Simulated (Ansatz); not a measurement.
# LiMn2: relaxing a made-up structure

This structure for LiMn2 is made up. Its elements were placed in a known structure type with a cell scaled to their sizes. What cell does the guess relax to, and how far off was it?

Calculated with Ansatz 0.2.0; DFT, PBEsol, plane-wave PAW, files of the set soft_1, scalar-relativistic, ferromagnetic start, cell and ions relaxed at zero pressure; PAW set soft_1, in the first sound run; inputs show where later runs differ.

### Step 1. Set-up

The structure is cubic, space group Fd-3m (No. 227). The conventional cell has a = 6.698 Å, b = 6.698 Å, c = 6.698 Å, α = 90.00°, β = 90.00°, γ = 90.00°. Nearest to Mn lie 6 Mn at 2.37 Å and 6 Li at 2.78 Å. Nearest to Li lie 12 Mn at 2.78 Å and 4 Li at 2.90 Å. Farther neighbours are not listed.

Coordinates:

```cif
data_structure
_symmetry_space_group_name_H-M 'P 1'
_symmetry_Int_Tables_number 1
_cell_length_a 4.7362
_cell_length_b 4.7362
_cell_length_c 4.7362
_cell_angle_alpha 60.000
_cell_angle_beta 60.000
_cell_angle_gamma 60.000
_cell_volume 75.12
loop_
_atom_site_label
_atom_site_type_symbol
_atom_site_fract_x
_atom_site_fract_y
_atom_site_fract_z
_atom_site_occupancy
Mn1 Mn 0.62500 0.12500 0.62500 1
Mn2 Mn 0.62500 0.62500 0.12500 1
Mn3 Mn 0.12500 0.62500 0.62500 1
Mn4 Mn 0.62500 0.62500 0.62500 1
Li5 Li 0.25000 0.25000 0.25000 1
Li6 Li 0.00000 0.00000 0.00000 1
```

### Step 2. Relaxing cell and atoms

The guess takes its coordinates from another compound and its volume from a rule, so the cell and any free coordinates are relaxed together.

The input, input.yaml:

```yaml
crystal:
  lattice:
    - [0.0, 3.349, 3.349]
    - [3.349, 0.0, 3.349]
    - [3.349, 3.349, 0.0]
  atoms:
    - { symbol: Mn, position: [0.625, 0.125, 0.625], spin: 4.0 }
    - { symbol: Mn, position: [0.625, 0.625, 0.125], spin: 4.0 }
    - { symbol: Mn, position: [0.125, 0.625, 0.625], spin: 4.0 }
    - { symbol: Mn, position: [0.625, 0.625, 0.625], spin: 4.0 }
    - { symbol: Li, position: [0.25, 0.25, 0.25] }
    - { symbol: Li, position: [0.0, 0.0, 0.0] }
magnetization:
  spin_polarized: true
kpoints:
  mp_grid: { grid: [7, 7, 7] }
scf:
  occupations: { method: fermi_dirac, width: 0.05 }
hamiltonian:
  xc: pbesol
  pseudopotentials: { kind: paw, azcp: { folder: soft_1 }, xc_functional: pbe }
relax:
  f_tol: 0.015
  max_steps: 70
  cell: {}
output:
  forces: true
  stress: true
```

Run with:

```bash
$ ansatz run input.yaml --threads 4 --pin off --max-ram 10240MiB --backend cpu --events-out ev --progress --plain --runs-dir out
```

Numbers of over 12 decimals in the logs are rounded to 6 here.

The log of the run:

```text
Engine: ansatz 0.2.0, aarch64-unknown-linux-gnu
Pseudopotentials: kind: paw
Pseudopotential: Mn, paw, valence charge 15, recommended cutoff 420 eV (normal), soft_1/Mn.paw.azcp
Pseudopotential: Li, paw, valence charge 3, recommended cutoff 420 eV (normal), soft_1/Li.paw.azcp
Functional definition: PBEsol
  exchange = pbesol_x
  correlation = pbesol_c
Crystal: 6 atoms, lattice volume = 75.123 Å³
Basis set: ecut = 420 eV, 1459 PW (Γ), exchange–correlation on 64×64×64 points (8 copies of the dense FFT grid, shifted against one another)
Bands: 50, of which v1, the nominal top of the filled ones, is band 33 counted from 1 (32 counted from 0)
Symmetry: 48 space group operations
Space group: Fd-3m (ITA 227), of the structure as read, at distance tolerance 4.2e-5 Å
Magnetic group: BNS 227.128 (UNI 1630), of the structure as read, at distance tolerance 4.2e-5 Å
k-points: 20 of 343
Non-local potential: Mn, projectors of the file, l = 0: 3, l = 1: 2, l = 2: 3, l = 3: 1
Non-local potential: Li, projectors of the file, l = 0: 3, l = 1: 2, l = 2: 1
PAW form: soft (Blöchl's): semilocal exchange-correlation on the pseudo side does not see the compensation charge
PAW frozen core: Mn, regenerated for the run's functional, and the local potential with it (the file was generated under x = pbe(κ = 0.804, μ = 0.219515), c = pbe(β = 0.066725))
PAW one-centre angular grid: Mn, 590 points (default); XC on 64 Gauss nodes
PAW one-centre angular grid: Li, 110 points (default); XC on 64 Gauss nodes
Initial density: superposition of atomic densities (chi_scale 0.1, normalization cell, long waves kept (reshape's long-wave potential 0.00 eV rms))
Starting moments: Σ|m| = 16 μB on 4 of 6 sites
Initial wavefunctions: pseudopotential atomic-orbital guess
Functional: x = pbesol(κ = 0.804, μ = 0.123457), c = pbesol(β = 0.046)
SCF iter   1: F=—  HF=-15873.325203 eV  |F-HF|=—  |Δ(HF+E_count)|=         —  Δρ=9.27e-2 (↑9.27e-2 ↓3.94e-2)  dr2=3.52e0  dr2_m=2.52e0  M=12.745 μB ∫|m|=13.124 μB  β_m=0.30  ethr=3.10e-3  ⟨swp⟩=5.8  Hψ=6855  notcnv=0  defer=13
Mixer restart at iter 1: flushing history
preconditioner: auto → Kerker (q_TF=auto, 2.670 Å⁻¹)  [metal: Δε(μ)=0.003 eV  Ē_g=7.568 eV  σ=0.050 eV  W_gap=0.02  n_scr=26 (ndim 8)  ℏωp=23.5 eV  f_vac=0.000  D(μ)=6.57/eV (n_scr^D=64)]
spin=Collinear: Kerker preconditioning applied to the charge; magnetization (m = ρ↑ − ρ↓) channel mixes plain (no charge-response kernel on spin).
SCF iter   2: F=—  HF=-15872.710081 eV  |F-HF|=—  |Δ(HF+E_count)|=   6.15e-1  Δρ=4.83e-2 (↑4.83e-2 ↓3.91e-2)  dr2=5.52e-1  dr2_m=1.19e0  M=12.550 μB ∫|m|=12.941 μB  β_m=0.48  ethr=3.10e-3  ⟨swp⟩=2.4  Hψ=3366  notcnv=0  defer=190
SCF iter   3: F=—  HF=-15875.040312 eV  |F-HF|=—  |Δ(HF+E_count)|=    2.33e0  Δρ=3.43e-2 (↑2.27e-2 ↓3.43e-2)  dr2=3.10e-1  dr2_m=5.41e-1  M=11.831 μB ∫|m|=12.195 μB  β_m=0.74  ethr=8.37e-4  ⟨swp⟩=2.0  Hψ=3050  notcnv=0  defer=190
SCF iter   4: F=—  HF=-15876.487861 eV  |F-HF|=—  |Δ(HF+E_count)|=    1.45e0  Δρ=3.02e-2 (↑2.15e-2 ↓3.02e-2)  dr2=2.20e-1  dr2_m=4.49e-1  M=10.509 μB ∫|m|=10.844 μB  β_m=0.24  ethr=4.70e-4  ⟨swp⟩=2.0  Hψ=3281  notcnv=0  defer=204
SCF iter   5: F=—  HF=-15881.185677 eV  |F-HF|=—  |Δ(HF+E_count)|=         —  Δρ=1.79e-1 (↑1.79e-1 ↓1.48e-1)  dr2=6.54e-1  dr2_m=1.83e1  M=3.295 μB ∫|m|=3.428 μB  β_m=1.00  ethr=3.34e-4  ⟨swp⟩=2.0  Hψ=2862  notcnv=0  defer=204
Mixer restart at iter 5: flushing history
SCF iter   6: F=—  HF=-15878.248175 eV  |F-HF|=—  |Δ(HF+E_count)|=    2.94e0  Δρ=2.45e-2 (↑2.45e-2 ↓1.55e-2)  dr2=8.16e-1  dr2_m=1.93e-2  M=3.528 μB ∫|m|=3.610 μB  β_m=0.87  ethr=7.58e-5  ⟨swp⟩=3.0  Hψ=4464  notcnv=0  defer=204
SCF iter   7: F=—  HF=-15878.550418 eV  |F-HF|=—  |Δ(HF+E_count)|=   3.02e-1  Δρ=6.34e-2 (↑6.34e-2 ↓1.76e-2)  dr2=1.32e0  dr2_m=1.02e0  M=1.830 μB ∫|m|=1.882 μB  β_m=0.47  ethr=7.58e-5  ⟨swp⟩=3.0  Hψ=5057  notcnv=0  defer=235  recentre
SCF iter   8: F=—  HF=-15877.966619 eV  |F-HF|=—  |Δ(HF+E_count)|=   5.84e-1  Δρ=1.63e-2 (↑1.13e-2 ↓1.63e-2)  dr2=2.47e-2  dr2_m=1.29e-1  M=2.542 μB ∫|m|=2.599 μB  β_m=0.60  ethr=7.58e-5  ⟨swp⟩=3.0  Hψ=4357  notcnv=0  defer=235
SCF iter   9: F=—  HF=-15877.972821 eV  |F-HF|=—  |Δ(HF+E_count)|=   6.20e-3  Δρ=2.24e-2 (↑2.24e-2 ↓1.88e-2)  dr2=1.43e-2  dr2_m=2.88e-1  M=2.679 μB ∫|m|=2.742 μB  β_m=0.05  ethr=3.75e-5  ⟨swp⟩=2.0  Hψ=3799  notcnv=0  defer=233
SCF iter  10: F=—  HF=-15877.944468 eV  |F-HF|=—  |Δ(HF+E_count)|=   2.84e-2  Δρ=1.51e-2 (↑1.51e-2 ↓1.12e-2)  dr2=3.17e-2  dr2_m=1.10e-1  M=2.817 μB ∫|m|=2.886 μB  β_m=0.09  ethr=2.16e-5  ⟨swp⟩=2.4  Hψ=3179  notcnv=0  defer=233
SCF iter  11: F=—  HF=-15878.010299 eV  |F-HF|=—  |Δ(HF+E_count)|=   6.58e-2  Δρ=2.49e-2 (↑2.49e-2 ↓1.92e-2)  dr2=2.00e-2  dr2_m=3.33e-1  M=1.905 μB ∫|m|=1.947 μB  β_m=0.09  ethr=2.16e-5  ⟨swp⟩=2.0  Hψ=3065  notcnv=0  defer=233  recentre
SCF iter  12: F=—  HF=-15877.996409 eV  |F-HF|=—  |Δ(HF+E_count)|=   1.39e-2  Δρ=1.83e-2 (↑1.83e-2 ↓1.28e-2)  dr2=1.78e-2  dr2_m=1.66e-1  M=1.508 μB ∫|m|=1.536 μB  β_m=0.23  ethr=2.16e-5  ⟨swp⟩=2.0  Hψ=2824  notcnv=0  defer=233
SCF iter  13: F=—  HF=-15877.983093 eV  |F-HF|=—  |Δ(HF+E_count)|=   1.33e-2  Δρ=2.54e-3 (↑2.54e-3 ↓1.73e-3)  dr2=9.79e-4  dr2_m=2.78e-3  M=0.803 μB ∫|m|=0.810 μB  β_m=0.62  ethr=2.16e-5  ⟨swp⟩=2.5  Hψ=3726  notcnv=0  defer=233
SCF iter  14: F=—  HF=-15877.981799 eV  |F-HF|=—  |Δ(HF+E_count)|=   1.29e-3  Δρ=1.23e-3 (↑1.23e-3 ↓1.04e-3)  dr2=3.52e-4  dr2_m=8.15e-4  M=0.807 μB ∫|m|=0.814 μB  β_m=0.81  ethr=1.48e-6  ⟨swp⟩=2.0  Hψ=2982  notcnv=0  defer=233
SCF iter  15: F=—  HF=-15877.982169 eV  |F-HF|=—  |Δ(HF+E_count)|=   3.70e-4  Δρ=7.69e-4 (↑7.69e-4 ↓7.45e-4)  dr2=5.72e-5  dr2_m=3.82e-4  M=0.689 μB ∫|m|=0.694 μB  β_m=0.87  ethr=5.34e-7  ⟨swp⟩=2.0  Hψ=2584  notcnv=0  defer=233
SCF iter  16: F=—  HF=-15877.982293 eV  |F-HF|=—  |Δ(HF+E_count)|=   1.25e-4  Δρ=5.01e-4 (↑3.57e-4 ↓5.01e-4)  dr2=1.60e-5  dr2_m=1.25e-4  M=0.591 μB ∫|m|=0.596 μB  β_m=0.94  ethr=8.67e-8  ⟨swp⟩=2.0  Hψ=3146  notcnv=0  defer=233
SCF iter  17: F=—  HF=-15877.982321 eV  |F-HF|=—  |Δ(HF+E_count)|=   2.79e-5  Δρ=7.55e-5 (↑6.79e-5 ↓7.55e-5)  dr2=6.23e-6  dr2_m=7.43e-7  M=0.498 μB ∫|m|=0.502 μB  β_m=0.97  ethr=2.42e-8  ⟨swp⟩=2.0  Hψ=3368  notcnv=0  defer=233
SCF iter  18: F=—  HF=-15877.982315 eV  |F-HF|=—  |Δ(HF+E_count)|=   6.58e-6  Δρ=6.62e-5 (↑5.73e-5 ↓6.62e-5)  dr2=2.47e-7  dr2_m=2.52e-6  M=0.459 μB ∫|m|=0.462 μB  β_m=0.98  ethr=9.43e-9  ⟨swp⟩=2.4  Hψ=3380  notcnv=0  defer=233
[...]
SCF iter  13: F=—  HF=-15878.136360 eV  |F-HF|=—  |Δ(HF+E_count)|=   8.98e-7  Δρ=1.80e-5 (↑1.80e-5 ↓1.70e-5)  dr2=2.38e-9  dr2_m=1.96e-7  M=-0.003 μB ∫|m|=0.003 μB  β_m=0.90  ethr=6.61e-10  ⟨swp⟩=2.0  Hψ=3227  notcnv=0  defer=39
SCF iter  14: F=-15878.136360 eV  HF=-15878.136360 eV  |F-HF|=9.79e-10  |Δ(HF+E_count)|=   2.16e-8  Δρ=1.15e-6 (↑5.02e-7 ↓1.15e-6)  dr2=1.21e-9  dr2_m=1.13e-10  M=-0.000 μB ∫|m|=0.000 μB  ethr=3.61e-12  ⟨swp⟩=1.0  Hψ=6099  notcnv=0
the starting moments were not kept: the SCF closed with an absolute magnetisation of 9.4e-5 μB, where they sum to 16 μB in size (4 sites). That is at most 0.1 of that sum. Measured as dr2_m measures the in/out step, that magnetisation stands 3.1e-9 eV from none, at or under the dr2_threshold of 6.0e-7 eV: it is no larger than a step whose dr2_m would equal this threshold.
SCF 3 converged in 14 iterations: F = -15878.136360 eV  dr2 = 1.21e-9
relax step   3: F+E_penalty+E_count = -15878.13636033 eV  Δ(F+E_penalty+E_count) = -2.086e-2 eV  max|allowed force component| = 2.043e-17 eV/Å  Δτ_max = 0.0000 Å  P = +0.451 GPa  Ω = 69.917 Å³  energy of the carried Pulay correction = +6.987e-3 eV  (14 SCF iters, dr2 threshold 6.00e-7 eV, accepted)
[...]
relax step   4: F+E_penalty+E_count = -15878.13635139 eV  Δ(F+E_penalty+E_count) = +8.941e-6 eV  max|allowed force component| = 1.735e-17 eV/Å  Δτ_max = 0.0000 Å  P = -0.017 GPa  Ω = 70.135 Å³  energy of the carried Pulay correction = +6.685e-3 eV  (12 SCF iters, dr2 threshold 5.08e-7 eV, accepted)
Initial wavefunctions: pseudopotential atomic-orbital guess (no wavefunctions were taken with the density)
iter 1 solved again at ethr=4.60e-8 eV; its pass at ethr=3.10e-3 eV (dr2=3.03e-5 eV) is discarded
SCF iter   1: F=—  HF=-15878.129796 eV  |F-HF|=—  |Δ(HF+E_count)|=         —  Δρ=1.09e-4 (↑1.09e-4 ↓1.08e-4)  dr2=1.95e-5  dr2_m=9.15e-10  M=0.000 μB ∫|m|=0.000 μB  β_m=0.65  ethr=4.60e-8  ⟨swp⟩=3.0  Hψ=12040  notcnv=0
preconditioner: auto → none  [metal: Δε(μ)=0.039 eV  Ē_g=7.076 eV  σ=0.050 eV  W_gap=0.19  n_scr=8 (ndim 8)  ℏωp=24.3 eV  f_vac=0.000  D(μ)=8.83/eV (n_scr^D=136)]
SCF iter   2: F=—  HF=-15878.129789 eV  |F-HF|=—  |Δ(HF+E_count)|=   7.30e-6  Δρ=6.29e-5 (↑6.12e-5 ↓6.29e-5)  dr2=9.02e-6  dr2_m=7.42e-10  M=0.000 μB ∫|m|=0.000 μB  β_m=0.42  ethr=2.96e-8  ⟨swp⟩=2.0  Hψ=2548  notcnv=0
SCF iter   3: F=—  HF=-15878.129793 eV  |F-HF|=—  |Δ(HF+E_count)|=   4.16e-6  Δρ=2.76e-5 (↑2.76e-5 ↓2.67e-5)  dr2=5.19e-7  dr2_m=6.93e-10  M=0.000 μB ∫|m|=0.000 μB  β_m=0.47  ethr=1.37e-8  ⟨swp⟩=2.2  Hψ=2994  notcnv=0
SCF iter   4: F=—  HF=-15878.129797 eV  |F-HF|=—  |Δ(HF+E_count)|=   3.58e-6  Δρ=1.27e-5 (↑1.14e-5 ↓1.27e-5)  dr2=2.87e-7  dr2_m=6.01e-10  M=0.000 μB ∫|m|=0.000 μB  β_m=0.55  ethr=7.87e-10  ⟨swp⟩=1.0  Hψ=2000  notcnv=0
SCF iter   5: F=—  HF=-15878.129799 eV  |F-HF|=—  |Δ(HF+E_count)|=   2.19e-6  Δρ=1.11e-5 (↑9.55e-6 ↓1.11e-5)  dr2=3.00e-7  dr2_m=5.10e-10  M=0.000 μB ∫|m|=0.000 μB  β_m=0.78  ethr=4.34e-10  ⟨swp⟩=2.0  Hψ=2544  notcnv=0
SCF iter   6: F=—  HF=-15878.129801 eV  |F-HF|=—  |Δ(HF+E_count)|=   1.71e-6  Δρ=4.86e-6 (↑3.50e-6 ↓4.86e-6)  dr2=4.94e-8  dr2_m=3.43e-10  M=0.000 μB ∫|m|=0.000 μB  β_m=0.89  ethr=4.34e-10  ⟨swp⟩=2.0  Hψ=3131  notcnv=0
SCF iter   7: F=—  HF=-15878.129801 eV  |F-HF|=—  |Δ(HF+E_count)|=   1.50e-7  Δρ=1.35e-6 (↑1.35e-6 ↓5.27e-7)  dr2=5.44e-10  dr2_m=5.28e-10  M=0.000 μB ∫|m|=0.000 μB  β_m=0.94  ethr=7.49e-11  ⟨swp⟩=2.0  Hψ=3359  notcnv=0
SCF iter   8: F=—  HF=-15878.129801 eV  |F-HF|=—  |Δ(HF+E_count)|=  6.78e-10  Δρ=1.12e-6 (↑1.12e-6 ↓2.56e-7)  dr2=9.16e-10  dr2_m=2.29e-10  M=0.000 μB ∫|m|=0.000 μB  β_m=0.97  ethr=1.00e-12  ⟨swp⟩=1.5  Hψ=2293  notcnv=0
SCF iter   9: F=—  HF=-15878.129801 eV  |F-HF|=—  |Δ(HF+E_count)|=   1.07e-9  Δρ=2.21e-7 (↑2.21e-7 ↓1.05e-7)  dr2=2.26e-11  dr2_m=6.81e-12  M=0.000 μB ∫|m|=0.000 μB  β_m=0.97  ethr=1.00e-12  ⟨swp⟩=2.1  Hψ=3099  notcnv=0
SCF iter  10: F=-15878.129801 eV  HF=-15878.129801 eV  |F-HF|=3.27e-11  |Δ(HF+E_count)|=  2.55e-11  Δρ=1.58e-7 (↑1.58e-7 ↓9.53e-8)  dr2=4.37e-11  dr2_m=7.41e-13  M=0.000 μB ∫|m|=0.000 μB  ethr=1.00e-12  ⟨swp⟩=2.0  Hψ=5454  notcnv=0
the starting moments were not kept: the SCF closed with an absolute magnetisation of 2.9e-5 μB, where they sum to 16 μB in size (4 sites). That is at most 0.1 of that sum.
SCF 5 converged in 10 iterations: F = -15878.129801 eV  dr2 = 4.37e-11
relax step   5: F+E_penalty+E_count = -15878.12980068 eV  Δ(F+E_penalty+E_count) = +6.551e-3 eV  max|allowed force component| = 1.927e-17 eV/Å  Δτ_max = 0.0000 Å  P = -0.029 GPa  Ω = 70.135 Å³  stress off target by 2.90e-2 GPa  SCF on the basis re-selected at this cell (its energy is not comparable with the rows above)  (10 SCF iters)
basis re-selected at this cell: Δ(F+E_penalty+E_count) = +6.551e-3 eV, ΔP = -0.012 GPa vs the last step (what re-selecting the basis moved, of the pressure what is left beyond the Pulay correction that the steps carried, after the strain that the cell walked since its last selection, with what the two solves' SCF thresholds leave and, on support functions, any second-order correction that the steps lacked; it is no m [...]
SCF converged after 10 iterations
Magnetization: 0.0000 μB (33.0000 up, 33.0000 down)
Absolute magnetization: 0.0000 μB (∫|ρ↑−ρ↓|, with the PAW one-centre terms)
Spin contamination: 0.0000 ħ² per cell (⟨S²⟩ above its minimum at these occupations)
Per-site moments (μB) at R_I (Å): [(6.436028385290403e-6, 0.954722), (6.43602838500743e-6, 0.954722), (6.436028384958629e-6, 0.954722), (6.43602838479514e-6, 0.954722), (6.515352696108095e-8, 1.119511), (6.515352677092786e-8, 1.119511)]
Free energy (F): -15878.129801 eV
Harris-Foulkes:  -15878.129801 eV  (|F-HF|=3.27e-11)
Internal energy: -15878.059787 eV  (E = F + TS)
E sigma→0 (E₀):  -15878.094794 eV
Entropy (-TS):   -0.070014 eV (-11.669 meV/atom)
Fermi energy:    12.741527 eV
--- Per-component energies (eV) ---
  E_band       = -1174.120450
  E_kinetic    = 1320.693079
  E_local      = -10255.414883  (includes V_loc(G=0)·N_el)
  E_nonlocal   = 1785.596170
  E_hartree    = 3986.953951
  E_xc         = -456.905272
  E_vxc        = -587.278235  (∫ρ·V_xc dr)
  E_paw        = -5224.590173  (= ΣΔE_a)
  E_vpaw       = -1411.626197  (= ΣTr[D̂ρ^β])
  E_aug_tail   = 0.000889  (compensation charges beyond the density's cutoff)
  E_ewald      = -7035.072151
  E_core_change = 0.678602  (= ΣΔE_core)
  E_smearing   = -0.070014  (= −TS)
  E_closure    = -0.000000  (closes the sum)
  Σ components = -15878.129801   (vs F -15878.129801, Δ=0.00e0)
--- Forces (eV/Å), atoms counted from 1 ---
  atom   1  Mn     0.00000000    -0.00000000    -0.00000000
  atom   2  Mn     0.00000000    -0.00000000    -0.00000000
  atom   3  Mn     0.00000000    -0.00000000    -0.00000000
  atom   4  Mn     0.00000000    -0.00000000     0.00000000
  atom   5  Li    -0.00000000    -0.00000000    -0.00000000
  atom   6  Li     0.00000000     0.00000000     0.00000000
  max |Σ_I F_I| component: 4.05e-18 eV/Å
--- Stress (GPa, compression-positive) ---
       -0.029035       0.000000       0.000000
        0.000000      -0.029035      -0.000000
        0.000000       0.000000      -0.029035
  P = ⅓ Tr σ = -0.0290 GPa (-0.290 kbar)
--- Relaxed structure (4 steps of the walk, 4 accepted, 1 SCFs on fresh bases) ---
  F+E_penalty+E_count = -15878.12980068 eV   max|allowed force component| = 1.927e-17 eV/Å   (the final SCF, on the basis selected at the relaxed cell)
  cell:  # Å, volume = 70.1349 Å³
    - [0, 3.273166, 3.273166]
    - [3.273166, 0, 3.273166]
    - [3.273166, 3.273166, 0]
  atoms:
    - { symbol: Mn, position: [0.625, 0.125, 0.625] }
    - { symbol: Mn, position: [0.625, 0.625, 0.125] }
    - { symbol: Mn, position: [0.125, 0.625, 0.625] }
    - { symbol: Mn, position: [0.625, 0.625, 0.625] }
    - { symbol: Li, position: [0.25, 0.25, 0.25] }
    - { symbol: Li, position: [0, 0, 0] }
```

Wall time 18 s (4 threads of Arm Neoverse V2, shared host); peak memory 0.47 GiB; 64 s of CPU time.

Step by step:

| step | energy less that of the first step (eV) | largest force component (eV/Å) | pressure (GPa) | volume (Å³) |
| --- | --- | --- | --- | --- |
| 1 | 0.0000 | 0.0000 | -8.88 | 75.12 |
| 2 | -0.1332 | 0.0000 | -3.41 | 71.83 |
| 3 | -0.1540 | 0.0000 | 0.45 | 69.92 |
| 4 | -0.1540 | 0.0000 | -0.02 | 70.13 |
| 5* | -0.1475 | 0.0000 | -0.03 | 70.13 |

Relaxation steps marked * repeat the geometry before them on a plane-wave basis chosen anew for their cell, so energy and pressure can jump there.

Forces are held to the 48 operations that the run works with; a distortion that breaks them can't arise in this run.

| conventional cell, symmetrised | before | after | change |
| --- | --- | --- | --- |
| a (Å) | 6.698 | 6.546 | -2.3 % |
| b (Å) | 6.698 | 6.546 | -2.3 % |
| c (Å) | 6.698 | 6.546 | -2.3 % |
| volume (Å³/atom) | 12.52 | 11.69 | -6.6 % |

The relaxed structure:

```cif
data_structure
_symmetry_space_group_name_H-M 'P 1'
_symmetry_Int_Tables_number 1
_cell_length_a 4.6290
_cell_length_b 4.6290
_cell_length_c 4.6290
_cell_angle_alpha 60.000
_cell_angle_beta 60.000
_cell_angle_gamma 60.000
_cell_volume 70.13
loop_
_atom_site_label
_atom_site_type_symbol
_atom_site_fract_x
_atom_site_fract_y
_atom_site_fract_z
_atom_site_occupancy
Mn1 Mn 0.62500 0.12500 0.62500 1
Mn2 Mn 0.62500 0.62500 0.12500 1
Mn3 Mn 0.12500 0.62500 0.62500 1
Mn4 Mn 0.62500 0.62500 0.62500 1
Li5 Li 0.25000 0.25000 0.25000 1
Li6 Li 0.00000 0.00000 0.00000 1
```

This step gave:

```
free energy             : -15878.1298 eV
energy at zero smearing : -15878.0948 eV
smearing term TS        : 0.07001 eV
Fermi energy            : 12.74 eV
electrons               : 66
symmetry operations     : 48
pressure                : -0.02903 GPa
```

The shortest distance of each pair, which need not be the same contact before and after:

| pair | guess (Å) | relaxed (Å) |
| --- | --- | --- |
| Mn–Mn | 2.368 | 2.314 |
| Li–Mn | 2.777 | 2.714 |
| Li–Li | 2.900 | 2.835 |

The relaxation ends with a pressure of -0.03 GPa. No moment survives the cycle: this start ends non-magnetic.

(Part 1 of 2 ends here.)

[Logs are printed without paths, hosts, clocks, repeated set-up lines and the standing remarks that a program may print on its own settings, such as how far it seeks lower states.]

[Hosts, paths, dates, database ids (printed as entryN), source tags and the programs' standing remarks are cut or masked in the printed files.]
